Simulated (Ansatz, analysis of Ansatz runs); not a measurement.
# Reproducing a measured local vibrational mode: Al-H pair in alpha-quartz

Subject: Al-H pair in alpha-quartz. Wanted: its local vibrational mode, in one set-up (HSE06, 36-site cell, PBE lattice, 420 eV, k: the zone centre alone, anharmonic cut). The model is a cell of 36 host atoms with Al put on another atom's site and H put in between. The frequencies come from force constants among the defect atom and its neighbours, with the masses of the isotopes named. Exact exchange opens the gap, stiffens bonds and lessens the self-interaction error, at many times the cost.

Measured beforehand: O-H stretch, 1H: 3378 cm⁻¹ at 300 K, by diffuse reflectance FTIR (“Structural evolution of water and hydroxyl groups during thermal, mechanical and chemical treatment of high purity natural quartz”, 2020, pmc:9055915). O-H stretch, 1H: 3313 cm⁻¹ at 300 K, by diffuse reflectance FTIR (“Structural evolution of water and hydroxyl groups during thermal, mechanical and chemical treatment of high purity natural quartz”, 2020, pmc:9055915). The runs below try to reproduce this.

Main program and level: Ansatz 0.2.0; plane-wave PAW DFT, HSE06; relaxation of all atoms of a defect supercell.

## (1) Set-up

The cell holds 37 atoms: 11 Si, 24 O, 1 Al and 1 H. Its edges and angles: a = 7.452 Å, b = 7.452 Å, c = 10.037 Å, α = 70.3°, β = 70.3°, γ = 71.4°. It derives from SiO2 (space group P3_221). Nearest the centre at fractional (0.355, 0.472, 0.482): O7 at 0.33 Å, Al24 at 1.31 Å, H37 at 1.33 Å, Si1 at 1.92 Å, O36 at 2.36 Å, O14 at 2.42 Å, O29 at 2.44 Å, O17 at 2.85 Å.

The host's primitive cell comes from a first run (plane-wave PAW DFT, PBE; relaxation of the host's cell and atoms): vectors of 5.018, 5.018 and 5.509 Å. That is 13.35 Å³ an atom, 6.1 % over the diffraction cell's volume. The supercell is built on it.

## (2) Relaxation, charge 0

Every later number rests on the structure around the defect, so the atoms are relaxed at the host's lattice first.

relax/input.yaml reads:

```yaml
relax:
  f_tol: 0.01
  max_steps: 80
  random_displacement: { amplitude: 0.02, seed: 689 }
crystal:
  lattice:
    - [-2.50916922, 4.34600857, 5.50897405]
    - [5.01833843, 0.0, 5.50897405]
    - [5.01833843, 8.69201713, 0.0]
  atoms:
    - { symbol: Si, position: [0.095148791, 0.571517876, 0.452425605] }
    - { symbol: Si, position: [0.595148791, 0.071517876, 0.202425605] }
    - { symbol: Si, position: [0.404851209, 0.928482124, 0.035758938] }
    - { symbol: Si, position: [0.904851209, 0.428482124, 0.285758938] }
    - { symbol: Si, position: [0.0, 0.0, 0.261815457] }
    - { symbol: Si, position: [0.5, 0.5, 0.011815457] }
    - { symbol: O, position: [0.317998505, 0.476285373, 0.469060754] }
    - { symbol: O, position: [0.817998505, 0.976285373, 0.219060754] }
    - { symbol: O, position: [0.437678712, 0.023271832, 0.360304078] }
    - { symbol: O, position: [0.937678712, 0.523271832, 0.110304078] }
    - { symbol: O, position: [0.4357486, 0.691868612, 0.07492226] }
    - { symbol: O, position: [0.9357486, 0.191868612, 0.32492226] }
    - { symbol: O, position: [0.182001495, 0.023714627, 0.116202692] }
    - { symbol: O, position: [0.682001495, 0.523714627, 0.366202692] }
    - { symbol: O, position: [0.062321288, 0.476728168, 0.34077935] }
    - { symbol: O, position: [0.562321288, 0.976728168, 0.09077935] }
    - { symbol: O, position: [0.0642514, 0.808131388, 0.388730866] }
    - { symbol: O, position: [0.5642514, 0.308131388, 0.138730866] }
    - { symbol: Si, position: [0.095148791, 0.571517876, 0.952425605] }
    - { symbol: Si, position: [0.595148791, 0.071517876, 0.702425605] }
    - { symbol: Si, position: [0.404851209, 0.928482124, 0.535758938] }
    - { symbol: Si, position: [0.904851209, 0.428482124, 0.785758938] }
    - { symbol: Si, position: [0.0, 0.0, 0.761815457] }
    - { symbol: Al, position: [0.5, 0.5, 0.511815457] }
    - { symbol: O, position: [0.317998505, 0.476285373, 0.969060754] }
    - { symbol: O, position: [0.817998505, 0.976285373, 0.719060754] }
    - { symbol: O, position: [0.437678712, 0.023271832, 0.860304078] }
    - { symbol: O, position: [0.937678712, 0.523271832, 0.610304078] }
    - { symbol: O, position: [0.4357486, 0.691868612, 0.57492226] }
    - { symbol: O, position: [0.9357486, 0.191868612, 0.82492226] }
    - { symbol: O, position: [0.182001495, 0.023714627, 0.616202692] }
    - { symbol: O, position: [0.682001495, 0.523714627, 0.866202692] }
    - { symbol: O, position: [0.062321288, 0.476728168, 0.84077935] }
    - { symbol: O, position: [0.562321288, 0.976728168, 0.59077935] }
    - { symbol: O, position: [0.0642514, 0.808131388, 0.888730866] }
    - { symbol: O, position: [0.5642514, 0.308131388, 0.638730866] }
    - { symbol: H, position: [0.209198, 0.444758, 0.448563] }
basis:
  ecutwfc: 420
  xc_grid: 2
hamiltonian:
  xc: hse06
kpoints:
  mp_grid: { grid: [1, 1, 1] }
scf:
  occupations: { method: fermi_dirac, width: 0.01 }
  max_iter: 120
output:
  forces: true
checkpoint:
  write: "../relax.run"
  compress: false
  write_wavefunctions: true
  write_every: 100000
```

The run is started by

```sh
$ ansatz run input.yaml --threads 2 --pin off --max-ram 3768MiB --backend cpu --events-out ev --progress --plain --runs-dir out
```

Numbers of over 12 decimals in the logs are rounded to 6 here.

The log of the run:

```text
[... repeated set-up lines and file paths are left out, and long positions are rounded to six places ...]
exact exchange: scf.exx.singularity resolves to wigner_seitz, which cuts the screened interaction at the faces of the exchange supercell's Wigner-Seitz cell, so that each pair interacts once, at the shortest of its separations (the periodic images that this [...]
Engine: ansatz 0.2.0, x86_64-unknown-linux-gnu
Pseudopotentials: kind: paw
Pseudopotential: Si, paw, valence charge 4, recommended cutoff 420 eV (normal), Si.paw.azcp
Pseudopotential: O, paw, valence charge 6, recommended cutoff 420 eV (normal), O.paw.azcp
Pseudopotential: Al, paw, valence charge 3, recommended cutoff 420 eV (normal), Al.paw.azcp
Pseudopotential: H, paw, valence charge 1, recommended cutoff 420 eV (normal), H.paw.azcp
Functional definition: HSE06
  parameter a = 0.25
  parameter omega = 0.11/bohr
  exchange = pbe_x - a*pbe_x_sr(omega) + a*exact_x_sr(omega)
  correlation = pbe_c
Crystal: 37 atoms, lattice volume = 480.597 Å³
Basis set: ecut = 420 eV, 9403 PW (Γ), exchange–correlation on 100×100×144 points (8 copies of the dense FFT grid, shifted against one another)
Bands: 133, of which v1, the nominal top of the filled ones, is band 96 counted from 1 (95 counted from 0)
Symmetry: 1 space group operations
k-points: 1
Non-local potential: Si, projectors of the file, l = 0: 2, l = 1: 2, l = 2: 2
Non-local potential: O, projectors of the file, l = 0: 2, l = 1: 2, l = 2: 1
Non-local potential: Al, projectors of the file, l = 0: 2, l = 1: 2, l = 2: 1
Non-local potential: H, projectors of the file, l = 0: 2, l = 1: 1
PAW form: soft (Blöchl's): semilocal exchange-correlation on the pseudo side does not see the compensation charge
PAW frozen core: Si, regenerated for the run's functional, and the local potential with it (the file was generated under x = pbe(κ = 0.804, μ = 0.219515), c = pbe(β = 0.066725))
PAW frozen core: O, regenerated for the run's functional, and the local potential with it (the file was generated under x = pbe(κ = 0.804, μ = 0.219515), c = pbe(β = 0.066725))
PAW frozen core: Al, regenerated for the run's functional, and the local potential with it (the file was generated under x = pbe(κ = 0.804, μ = 0.219515), c = pbe(β = 0.066725))
PAW one-centre angular grid: Si, 110 points (default); XC on 64 Gauss nodes
PAW one-centre angular grid: O, 110 points (default); XC on 96 Gauss nodes
PAW one-centre angular grid: Al, 110 points (default); XC on 64 Gauss nodes
PAW one-centre angular grid: H, 110 points (default); XC on 64 Gauss nodes
Initial density: superposition of atomic densities (neutral atoms: chi_scale 0, normalization atom), corrected by the library's trained network
Initial wavefunctions: pseudopotential atomic-orbital guess
Functional: x = pbe(κ = 0.804, μ = 0.219515), c = pbe(β = 0.066725), warm-up for x = pbe(κ = 0.804, μ = 0.219515) + 0.25 (exact − pbe) at short range (hse, ω = 0.207870 Å⁻¹), c = pbe(β = 0.066725); [...]
SCF iter   1: F=—  HF=-21196.956502 eV  |F-HF|=—  |Δ(HF+E_count)|=         —  Δρ=9.35e-3  dr2=5.00e-1  ethr=1.77e-3  ⟨swp⟩=12.0  Hψ=769  notcnv=0
preconditioner: auto → none  [insulator: Δε(μ)=4.390 eV  Ē_g=16.617 eV  σ=0.010 eV  W_gap=1.00  n_scr=102 (ndim 8)  ℏωp=23.5 eV  f_vac=0.150  D(μ)=0.00/eV (n_scr^D=0)]
SCF iter   2: F=—  HF=-21196.788885 eV  |F-HF|=—  |Δ(HF+E_count)|=   1.68e-1  Δρ=5.61e-3  dr2=8.93e-2  ethr=2.60e-4  ⟨swp⟩=7.0  Hψ=415  notcnv=0
SCF iter   3: F=—  HF=-21196.769097 eV  |F-HF|=—  |Δ(HF+E_count)|=   1.98e-2  Δρ=2.04e-3  dr2=1.18e-2  ethr=4.65e-5  ⟨swp⟩=6.0  Hψ=361  notcnv=0
SCF iter   4: F=—  HF=-21196.767715 eV  |F-HF|=—  |Δ(HF+E_count)|=   1.38e-3  Δρ=9.32e-4  dr2=2.51e-3  ethr=6.13e-6  ⟨swp⟩=7.0  Hψ=368  notcnv=0
iter 5 solved again at ethr=7.67e-8 eV; its pass at ethr=1.31e-6 eV (dr2=1.47e-4 eV) is discarded
SCF iter   5: F=—  HF=-21196.768174 eV  |F-HF|=—  |Δ(HF+E_count)|=   4.59e-4  Δρ=2.81e-4  dr2=1.49e-4  ethr=7.67e-8  ⟨swp⟩=2.0  Hψ=572  notcnv=0
SCF iter   6: F=—  HF=-21196.768210 eV  |F-HF|=—  |Δ(HF+E_count)|=   3.60e-5  Δρ=9.41e-5  dr2=1.86e-5  ethr=7.67e-8  ⟨swp⟩=3.0  Hψ=251  notcnv=0
SCF iter   7: F=—  HF=-21196.768218 eV  |F-HF|=—  |Δ(HF+E_count)|=   7.90e-6  Δρ=2.87e-5  dr2=1.91e-6  ethr=9.69e-9  ⟨swp⟩=3.0  Hψ=266  notcnv=0
SCF iter   8: F=—  HF=-21196.768219 eV  |F-HF|=—  |Δ(HF+E_count)|=   7.17e-7  Δρ=1.02e-5  dr2=2.46e-7  ethr=9.94e-10  ⟨swp⟩=3.0  Hψ=292  notcnv=0
SCF iter   9: F=-21196.768219 eV  HF=-21196.768219 eV  |F-HF|=4.84e-9  |Δ(HF+E_count)|=   8.28e-8  Δρ=3.28e-6  dr2=2.26e-8  ethr=1.28e-10  ⟨swp⟩=3.0  Hψ=268  notcnv=0
SCF 1 converged in 9 iterations: F = -21196.768219 eV  dr2 = 2.26e-8
  greatest PAW one-centre occupation: 0.872 electrons in one spin orbital (limit 2), on the O atom at site 6 (counted from 0), in its partial waves of l = 0
Initial density: handed on by an earlier stage of this run
Initial wavefunctions: those handed on with the density
Functional: x = pbe(κ = 0.804, μ = 0.219515) + 0.25 (exact − pbe) at short range (hse, ω = 0.207870 Å⁻¹), c = pbe(β = 0.066725); HSE06 as pw.x's `hse` composes it (authors' and Libxc's form: `xc: wpbeh`)
Exchange kernel: α = 0.2500, screened, ω = 0.2079 Å⁻¹, Wigner–Seitz truncation, v(0) = 764.3003 eV·Å³, q-mesh 1×1×1, nearest image of the exchange supercell L = 7.45 Å, pair-density grid 36×36×45, without the augmentation charges, whose exchange is taken in [...]
Frozen-core exchange: fock
iter 1 solved again at ethr=6.73e-5 eV; its pass at ethr=1.00e-1 eV (dr2=1.29e-1 eV) is discarded
SCF iter   1: F=—  HF=-21200.615777 eV  |F-HF|=—  |Δ(HF+E_count)|=         —  Δρ=6.94e-3  dr2=1.86e-1  ethr=6.73e-5  ⟨swp⟩=6.0  Hψ=738  notcnv=0
SCF iter   2: F=—  HF=-21200.554491 eV  |F-HF|=—  |Δ(HF+E_count)|=   6.13e-2  Δρ=3.88e-3  dr2=2.91e-2  ethr=6.73e-5  ⟨swp⟩=4.0  Hψ=341  notcnv=0
SCF iter   3: F=—  HF=-21200.610614 eV  |F-HF|=—  |Δ(HF+E_count)|=   5.61e-2  Δρ=1.64e-3  dr2=1.12e-2  ethr=1.22e-5  ⟨swp⟩=6.0  Hψ=420  notcnv=0
SCF iter   4: F=—  HF=-21200.606931 eV  |F-HF|=—  |Δ(HF+E_count)|=   3.68e-3  Δρ=2.40e-4  dr2=3.01e-4  ethr=5.66e-6  ⟨swp⟩=3.0  Hψ=291  notcnv=0
SCF iter   5: F=—  HF=-21200.607825 eV  |F-HF|=—  |Δ(HF+E_count)|=   8.93e-4  Δρ=2.47e-4  dr2=2.48e-4  ethr=9.29e-8  ⟨swp⟩=6.0  Hψ=417  notcnv=0
SCF iter   6: F=—  HF=-21200.607763 eV  |F-HF|=—  |Δ(HF+E_count)|=   6.16e-5  Δρ=9.94e-5  dr2=4.96e-5  ethr=9.29e-8  ⟨swp⟩=4.0  Hψ=319  notcnv=0
SCF iter   7: F=-21200.607746 eV  HF=-21200.607750 eV  |F-HF|=4.13e-6  |Δ(HF+E_count)|=   1.31e-5  Δρ=2.65e-5  dr2=1.03e-5  ethr=2.18e-8  ⟨swp⟩=3.0  Hψ=252  notcnv=0
SCF 2 stopped early in 7 iterations: F = -21200.607746 eV  dr2 = 1.03e-5
[...]
SCF iter   4: F=—  HF=-21210.437622 eV  |F-HF|=—  |Δ(HF+E_count)|=   1.24e-9  Δρ=9.48e-7  dr2=2.42e-9  ethr=1.94e-11  ⟨swp⟩=3.0  Hψ=267  notcnv=0
SCF iter   5: F=-21210.437622 eV  HF=-21210.437622 eV  |F-HF|=9.17e-10  |Δ(HF+E_count)|=   1.01e-8  Δρ=6.30e-7  dr2=1.16e-9  ethr=1.51e-12 (applied; sched 1.00e-12)  ⟨swp⟩=4.0  Hψ=327  notcnv=0
SCF 36 converged in 5 iterations: F = -21210.437622 eV  dr2 = 1.16e-9
  Residual-converged pass: ⟨swp⟩=3.0  Hψ=292  notcnv=0  max |occ|·‖R‖ = 2.9e-7 eV (tolerance 4.6e-7 eV)  dr2=1.18e-9  dr2_onsite=6.24e-11  max |Δocc| = 0.0e0
hybrid outer 2: dexx = +7.725e-7 eV, tail = 1.14e-8 eV, Δε = 2.09e-4 eV (about 3.56e-6 eV left of the loop's levels), ΔF = 1.87e-2 eV/Å (tail 3.53e-3)
SCF iter   1: F=—  HF=-21210.437623 eV  |F-HF|=—  |Δ(HF+E_count)|=         —  Δρ=1.21e-6  dr2=2.57e-9  ethr=2.97e-11  ⟨swp⟩=12.0  Hψ=488  notcnv=0
SCF iter   2: F=-21210.437623 eV  HF=-21210.437623 eV  |F-HF|=3.27e-11  |Δ(HF+E_count)|=  9.39e-10  Δρ=1.85e-7  dr2=9.19e-11  ethr=1.32e-12  ⟨swp⟩=3.0  Hψ=275  notcnv=0
SCF 37 converged in 2 iterations: F = -21210.437623 eV  dr2 = 9.19e-11
  Residual-converged pass: ⟨swp⟩=3.0  Hψ=307  notcnv=0  max |occ|·‖R‖ = 2.9e-7 eV (tolerance 4.6e-7 eV)  dr2=9.63e-11  dr2_onsite=4.67e-12  max |Δocc| = 0.0e0
hybrid outer 3: dexx = +2.174e-10 eV, tail = 1.95e-10 eV, Δε = 5.42e-6 eV (about 8.11e-7 eV left of the loop's levels), ΔF = 5.74e-4 eV/Å (tail 2.68e-4)
relax step  16: F+E_penalty+E_count = -21210.43762255 eV  Δ(F+E_penalty+E_count) = -1.821e-4 eV  max|allowed force component| = 6.163e-3 eV/Å  Δτ_max = 0.0080 Å  (14 SCF iters, accepted)
hybrid SCF converged: 3 outer / 14 inner (+0 warm-up), last move |dexx| = 2.17e-10 eV, tail = 1.95e-10 eV
Stability not checked: this state was not tested for a lower state beside it, because the functional holds exact exchange (a hybrid, or Hartree-Fock), whose exchange loop this test does not read (fock_operator; see scf.lower_state_search)
Free energy (F): -21210.437623 eV
Harris-Foulkes:  -21210.437623 eV  (|F-HF|=3.27e-11)
Internal energy: -21210.437623 eV  (E = F + TS)
E sigma→0 (E₀):  -21210.437623 eV
Fermi energy:    4.546916 eV
--- Per-component energies (eV) ---
  E_band       = -1263.000696
  E_kinetic    = 4854.048273
  E_local      = -12363.198663  (includes V_loc(G=0)·N_el)
  E_nonlocal   = 1398.126403
  E_hartree    = 4489.224751
  E_xc         = -1966.936568
  E_vxc        = -2266.306446  (∫ρ·V_xc dr)
  E_exx        = -552.949223  (= α·E_x^exact, valence–valence)
  E_paw        = -9863.696652  (= ΣΔE_a)
  E_vpaw       = -758.281989  (= ΣTr[D̂ρ^β])
  E_aug_tail   = 0.060847  (compensation charges beyond the density's cutoff)
  E_ewald      = -7203.781826
  E_core_change = -1.334965  (= ΣΔE_core)
  E_smearing   = -0.000000  (= −TS)
  E_closure    = 0.000000  (closes the sum)
  Σ components = -21210.437623   (vs F -21210.437623, Δ=3.64e-12)
--- Forces (eV/Å), atoms counted from 1 ---
  atom   1  Si    -0.00616237    -0.00017877     0.00306539
  atom   2  Si     0.00330810    -0.00054423     0.00199989
  atom   3  Si     0.00228819     0.00164490     0.00157774
  atom   4  Si     0.00053797     0.00005566    -0.00236816
  atom   5  Si    -0.00040177    -0.00135871     0.00251426
  atom   6  Si     0.00211615     0.00099568    -0.00139401
  atom   7  O     -0.00163393     0.00110401    -0.00298994
  atom   8  O     -0.00088990     0.00138284     0.00017029
  atom   9  O      0.00081398     0.00369187    -0.00408805
  atom  10  O     -0.00077401    -0.00144300    -0.00054755
  atom  11  O     -0.00129167    -0.00032455    -0.00164698
  atom  12  O      0.00112503    -0.00034233     0.00085510
  atom  13  O      0.00302338    -0.00118228     0.00018576
  atom  14  O     -0.00161671     0.00091017     0.00107308
  atom  15  O     -0.00067395    -0.00028532     0.00003643
  atom  16  O     -0.00042895    -0.00453500    -0.00178441
  atom  17  O      0.00086102    -0.00134802     0.00215696
  atom  18  O     -0.00173401     0.00110891    -0.00097746
  atom  19  Si    -0.00059228     0.00496983    -0.00177182
  atom  20  Si     0.00463166     0.00286160     0.00041818
  atom  21  Si     0.00068579    -0.00415137     0.00466137
  atom  22  Si     0.00109324     0.00172557     0.00136478
  atom  23  Si    -0.00068939     0.00258729     0.00169583
  atom  24  Al    -0.00079352    -0.00120130    -0.00535907
  atom  25  O      0.00067757    -0.00194251    -0.00139944
  atom  26  O     -0.00014904    -0.00208425    -0.00077970
  atom  27  O     -0.00156327    -0.00075972     0.00261807
  atom  28  O     -0.00014723    -0.00032104    -0.00059600
  atom  29  O      0.00189516     0.00009170     0.00327409
  atom  30  O     -0.00172079    -0.00029348     0.00028939
  atom  31  O     -0.00176366     0.00119719    -0.00177654
  atom  32  O      0.00001136    -0.00057050     0.00079379
  atom  33  O     -0.00260992    -0.00087271    -0.00182165
  atom  34  O     -0.00058008     0.00129509    -0.00129907
  atom  35  O      0.00066286    -0.00119260     0.00124535
  atom  36  O      0.00120432     0.00225979    -0.00097544
  atom  37  H      0.00131994    -0.00294793     0.00157433
  max |Σ_I F_I| component: 3.93e-5 eV/Å
--- Band table (eV) ---
  k-point 0: bands = ["-20.7335", "-20.1121", "-19.7780", "-19.6050", [... 112 left out ...] "12.9693", "13.0635", "13.1177", "13.1949"]
  guard bands above this table: 13 of the run's 133 bands. The solve was not asked for them (output.publish_guard_bands: true or output.eigenvalues: true publishes all)
--- Relaxed structure (16 steps of the walk, 16 accepted, 0 SCFs on fresh bases) ---
  F+E_penalty+E_count = -21210.43762255 eV   max|allowed force component| = 6.163e-3 eV/Å
  atoms:
    - { symbol: Si, position: [0.075304, 0.571231, 0.447432] }
    - { symbol: Si, position: [0.578272, 0.082914, 0.216168] }
    - { symbol: Si, position: [0.396340, 0.921004, 0.049438] }
    - { symbol: Si, position: [0.903683, 0.424720, 0.273817] }
    - { symbol: Si, position: [-0.009590, -0.006289, 0.261487] }
    - { symbol: Si, position: [0.504029, 0.504265, 0.003415] }
    - { symbol: O, position: [0.309062, 0.463414, 0.453844] }
    - { symbol: O, position: [0.797629, 0.976281, 0.232400] }
    - { symbol: O, position: [0.433686, 0.089874, 0.378458] }
    - { symbol: O, position: [0.952371, 0.513565, 0.098722] }
    - { symbol: O, position: [0.441283, 0.687669, 0.072717] }
    - { symbol: O, position: [0.947635, 0.187959, 0.313010] }
    - { symbol: O, position: [0.164751, -0.001349, 0.114090] }
    - { symbol: O, position: [0.684897, 0.514523, 0.347781] }
    - { symbol: O, position: [0.053416, 0.476795, 0.334463] }
    - { symbol: O, position: [0.516022, 0.965427, 0.137774] }
    - { symbol: O, position: [0.054719, 0.803012, 0.389413] }
    - { symbol: O, position: [0.566647, 0.308326, 0.125638] }
    - { symbol: Si, position: [0.102154, 0.575664, 0.942260] }
    - { symbol: Si, position: [0.591935, 0.075111, 0.715183] }
    - { symbol: Si, position: [0.395971, 0.945431, 0.545684] }
    - { symbol: Si, position: [0.906596, 0.430829, 0.784605] }
    - { symbol: Si, position: [-0.004345, 0.007445, 0.766649] }
    - { symbol: Al, position: [0.505766, 0.506668, 0.507718] }
    - { symbol: O, position: [0.324207, 0.487633, 0.956996] }
    - { symbol: O, position: [0.816794, 0.981439, 0.725365] }
    - { symbol: O, position: [0.450811, 0.030518, 0.879467] }
    - { symbol: O, position: [0.937717, 0.514458, 0.608841] }
    - { symbol: O, position: [0.415013, 0.726476, 0.550047] }
    - { symbol: O, position: [0.929193, 0.196878, 0.831563] }
    - { symbol: O, position: [0.174636, 0.044068, 0.623466] }
    - { symbol: O, position: [0.687763, 0.530855, 0.862516] }
    - { symbol: O, position: [0.067569, 0.487211, 0.828438] }
    - { symbol: O, position: [0.549155, 0.962744, 0.619900] }
    - { symbol: O, position: [0.065471, 0.811571, 0.886935] }
    - { symbol: O, position: [0.555664, 0.304488, 0.645044] }
    - { symbol: H, position: [0.355965, 0.348181, 0.414116] }
```

It took 2.2 min on 2 threads of AMD EPYC 9R45, shared host; peak memory 0.9 GiB.

(Part 1 of 2 ends here.)

[Logs are printed without paths, hosts, clocks, repeated set-up lines and the standing remarks that a program may print on its own settings, such as how far it seeks lower states.]

[Hosts, paths, dates, database ids (printed as entryN), source tags and the programs' standing remarks are cut or masked in the printed files.]

[For some hosts the program warned that the k-mesh of the response run may be too coarse for force constants and the static dielectric constant; such warnings are not shown here.]
